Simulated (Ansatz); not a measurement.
# Y2Ti2S2O5 (I4/mmm): G0W0 under other settings

A base run on Y2Ti2S2O5 (I4/mmm), then changed inputs.

Calculated with Ansatz 0.2.0; G0W0 on r2SCAN, plane waves, PAW; PAW set soft_1.

Report form: the programs' logs are mostly left out.

### 1. The structure

The structure is tetragonal, space group I4/mmm (No. 139). Conventional cell: a = 3.796 Å, b = 3.796 Å, c = 23.091 Å, α = 90.00°, β = 90.00°, γ = 90.00°. Y has 4 O at 2.46 Å and 5 S at 2.83 to 2.96 Å nearest. Ti has 5 O at 1.81 to 1.96 Å and 1 S at 2.93 Å nearest. Nearest to S lie 5 Y at 2.83 to 2.96 Å and 1 Ti at 2.93 Å. Nearest to O lie 2 Ti at 1.81 Å. O has 2 Ti at 1.96 Å and 2 Y at 2.46 Å nearest. Farther neighbours and most contacts between anions are not listed.

The cell and positions are those that the Materials Project relaxed with its own functionals (PBE, PBE+U or r2SCAN), kept fixed.

### 2. The base run: 4×4×4 mesh, 355 empty bands, screening to 96 eV, PAW set soft_1 files

Now the one-shot GW correction: screening in the RPA, then the self-energy of the levels asked for. This step takes PAW set soft_1 files.

input.yaml

```yaml
crystal:
  lattice:
    - [-1.898002, 1.898002, 11.54533]
    - [1.898002, -1.898002, 11.54533]
    - [1.898002, 1.898002, -11.54533]
  atoms:
    - { symbol: "Y", position: [0.666698, 0.666698, 0.0] }
    - { symbol: "Y", position: [0.333302, 0.333302, 0.0] }
    - { symbol: Ti, position: [0.921493, 0.921493, 0.0] }
    - { symbol: Ti, position: [0.078507, 0.078507, 0.0] }
    - { symbol: S, position: [0.794752, 0.794752, 0.0] }
    - { symbol: S, position: [0.205248, 0.205248, 0.0] }
    - { symbol: O, position: [0.0, 0.0, 0.0] }
    - { symbol: O, position: [0.900805, 0.400805, 0.5] }
    - { symbol: O, position: [0.599195, 0.099195, 0.5] }
    - { symbol: O, position: [0.400805, 0.900805, 0.5] }
    - { symbol: O, position: [0.099195, 0.599195, 0.5] }
kpoints:
  mp_grid: { grid: [4, 4, 4] }
hamiltonian:
  xc: r2scan
  pseudopotentials: { kind: paw, azcp: { folder: soft_1 } }
scf:
  occupations: { method: fixed }
gw:
  n_empty_bands: 355
  ecut_chi: 96
  qp_bands: [v3, c3]
  qp_kpoints: band_edges
  screening: { model: contour_deformation }
```

Started as:

```bash
$ ansatz run input.yaml --threads 24 --pin off --max-ram 110592MiB --backend cuda --events-out ev --progress --plain --runs-dir out --devices 1 --max-vram 157GiB
```

The job ended after 16 s (1 × NVIDIA GB200 with 24 threads of Arm Neoverse V2, shared host; peak memory 4.2 GiB; 56 s of CPU time).

Numbers from this step:

| Property | Result |
| --- | --- |
| bands summed | 399 |
| RPA ε∞ on this mesh (eigenvalues) | 5.820, 5.855, 5.855 |
| plane waves in the screening matrix | 343 |
| q-points in the mesh | 64 |
| G0W0 gap on the mesh | 2.774 eV |
| k of the valence top | 0, 0, 0 |
| k of the conduction bottom | 0, 0, 0 |
| starting gap on the mesh | 1.153 eV |
| Z at the valence top | 0.7757 |
| Z at the conduction bottom | 0.7301 |
| least direct G0W0 gap on the computed points | 2.774 eV |

The gap on the mesh goes from 1.15 eV to 2.77 eV, a correction of +1.62 eV. Between the two edge states, bare exchange in place of the xc potential would open the gap by 10.59 eV, and correlation takes back 8.97 eV.

### 3. Variant: guard bands

input.yaml: that of step 2 with these lines changed.

```diff
@@ -25,4 +25,4 @@
 gw:
-  n_empty_bands: 355
-  ecut_chi: 96
+  n_empty_bands: 270
+  ecut_chi: 80
   qp_bands: [v3, c3]
@@ -30 +30,2 @@
   screening: { model: contour_deformation }
+  n_guard_bands: 0
```

It took 16 s on 1 × NVIDIA GB200 with 24 threads; peak memory 4 GiB; 58 s of CPU time.

The G0W0 gap on the mesh is 2.785 eV.

Against the base:

```csv
setting,base,variant
empty bands,355,270
screening cutoff (eV),96,80
n guard bands,-,0
```

```csv
quantity,variant,base
starting gap on the mesh,1.153,1.153
G0W0 gap on the mesh,2.785,2.774
least direct G0W0 gap on the computed points,2.785,2.774
Z at the valence top,0.777,0.776
Z at the conduction bottom,0.731,0.730
```

### 4. Variant: all filled levels at the zone centre

input.yaml: that of step 3 with these lines changed.

```diff
@@ -25,7 +25,6 @@
 gw:
-  n_empty_bands: 270
-  ecut_chi: 80
-  qp_bands: [v3, c3]
-  qp_kpoints: band_edges
+  n_empty_bands: 377
+  ecut_chi: 100
+  qp_bands: [lowest, c2]
+  qp_kpoints: [[0, 0, 0]]
   screening: { model: contour_deformation }
-  n_guard_bands: 0
```

The job ended after 15 s (1 × NVIDIA GB200 with 24 threads; peak memory 4.3 GiB).

Absolute levels on the run's own zero. QP, by row, the first 40 of 46 rows:

```csv
k index,band,KS (eV),Sigma_x (eV),Sigma_c (eV),Vxc (eV),Z,QP linearised (eV),QP (eV),source,doubts
0,1,-51.81,-47.84,14.41,-33.2,0.5868,-52.04,-52.04,root,z_under_floor
0,2,-51.81,-47.84,14.42,-33.2,0.5871,-52.03,-52.03,root,z_under_floor
0,3,-34.55,-38.83,11.03,-27.66,0.63,-34.69,-34.68,root,
0,4,-34.55,-38.83,11.03,-27.67,0.6301,-34.68,-34.68,root,
0,5,-27.15,-39.25,9.299,-29.73,0.606,-27.38,-27.38,root,
0,6,-27.06,-39.3,9.216,-29.85,0.6225,-27.3,-27.3,root,
0,7,-26.94,-39.32,9.207,-29.88,0.6327,-27.17,-27.17,root,
0,8,-26.94,-39.32,9.207,-29.88,0.6327,-27.17,-27.17,root,
0,9,-26.94,-39.31,9.199,-29.89,0.6329,-27.16,-27.16,root,
0,10,-26.94,-39.31,9.199,-29.89,0.6329,-27.16,-27.16,root,
0,11,-14.18,-30.48,6.344,-23.36,0.7078,-14.97,-14.96,root,
0,12,-14.14,-30.54,6.305,-23.46,0.7061,-14.92,-14.91,root,
0,13,-13.82,-30.54,5.638,-23.96,0.7407,-14.77,-14.75,root,
0,14,-13.82,-30.54,5.638,-23.96,0.7407,-14.77,-14.75,root,
0,15,-13.81,-30.54,5.633,-23.97,0.7406,-14.76,-14.74,root,
0,16,-13.81,-30.54,5.633,-23.97,0.7406,-14.76,-14.74,root,
0,17,-11,-33.04,9.448,-23.38,0.6571,-11.21,-11.21,root,
0,18,-10.88,-33.11,9.31,-23.58,0.6628,-11.1,-11.1,root,
0,19,-10.46,-33.94,9.513,-24.3,0.7505,-10.58,-10.58,root,
0,20,-10.43,-33.7,9.791,-23.76,0.6735,-10.58,-10.58,root,
0,21,-10.43,-33.71,9.79,-23.77,0.6725,-10.58,-10.58,root,
0,22,-4.057,-23.88,7.268,-16.7,0.6332,-3.971,-3.971,root,
0,23,-3.133,-24.02,6.882,-17.13,0.647,-3.141,-3.141,root,
0,24,2.991,-25.99,4.63,-21.4,0.7017,3.028,3.028,root,
0,25,3.396,-21.63,4.681,-16.67,0.7064,3.122,3.123,root,
0,26,3.469,-24.79,4.854,-19.85,0.6943,3.391,3.391,root,
0,27,3.469,-24.79,4.854,-19.85,0.6943,3.391,3.391,root,
0,28,3.526,-24.85,4.906,-19.86,0.6961,3.439,3.439,root,
0,29,3.526,-24.85,4.906,-19.86,0.6961,3.439,3.439,root,
0,30,4.049,-23.77,5.005,-18.56,0.7005,3.841,3.842,root,
0,31,4.713,-24.02,4.688,-19.28,0.7046,4.664,4.664,root,
0,32,4.739,-24.02,4.661,-19.31,0.7056,4.694,4.694,root,
0,33,4.893,-24.3,4.646,-19.55,0.7061,4.793,4.793,root,
0,34,4.893,-24.3,4.646,-19.55,0.7061,4.793,4.793,root,
0,35,5.87,-24.16,4.199,-19.93,0.7301,5.839,5.839,root,
0,36,5.87,-24.16,4.199,-19.93,0.7301,5.839,5.839,root,
0,37,6.12,-25.52,4.532,-21.03,0.731,6.163,6.163,root,
0,38,6.12,-25.52,4.532,-21.03,0.731,6.163,6.163,root,
0,39,6.155,-19.68,3.264,-16.05,0.7387,5.791,5.795,root,
0,40,7.088,-19.37,2.775,-16.19,0.7609,6.678,6.681,root,
```

Against the base:

```csv
setting,base,variant
empty bands,355,377
screening cutoff (eV),96,100
levels asked,v3 to c3,lowest to c2
points asked,band edges,"[[0, 0, 0]]"
```

### 5. Outcome

- base: 2.77 eV, 16 s
- guard bands: 2.78 eV, 16 s
- all filled levels at the zone centre: direct gap at the listed points 2.78 eV, 15 s

Guard bands: the gap moves by +0.01 eV. The variant differs from the base in empty bands, screening cutoff and n guard bands together, so the change can't be laid to one of them. All filled levels at the zone centre: only the listed points were computed; the least direct gap there is 2.78 eV, with empty bands, screening cutoff, levels asked and points asked changed against the base. All runs here use a coarse mesh and modest cutoffs; they test settings and are not final values. The many-body steps are scalar-relativistic: spin-orbit coupling is not in them.

[Paths, hosts, dates, memory and timing lines, banners, echoed tables and standing remarks are left out of the program output.]

[Logs are printed without paths, hosts, clocks, repeated set-up lines and the standing remarks that a program may print on its own settings, such as how far it seeks lower states.]

[Runs of the session that timed out or met a known fault of the program may be left out.]

[Cells called generated may have been cut or substituted from an entry of the Crystallography Open Database or the Materials Project.]

[Hosts, paths, dates, database ids (printed as entryN), source tags and the programs' standing remarks are cut or masked in the printed files.]
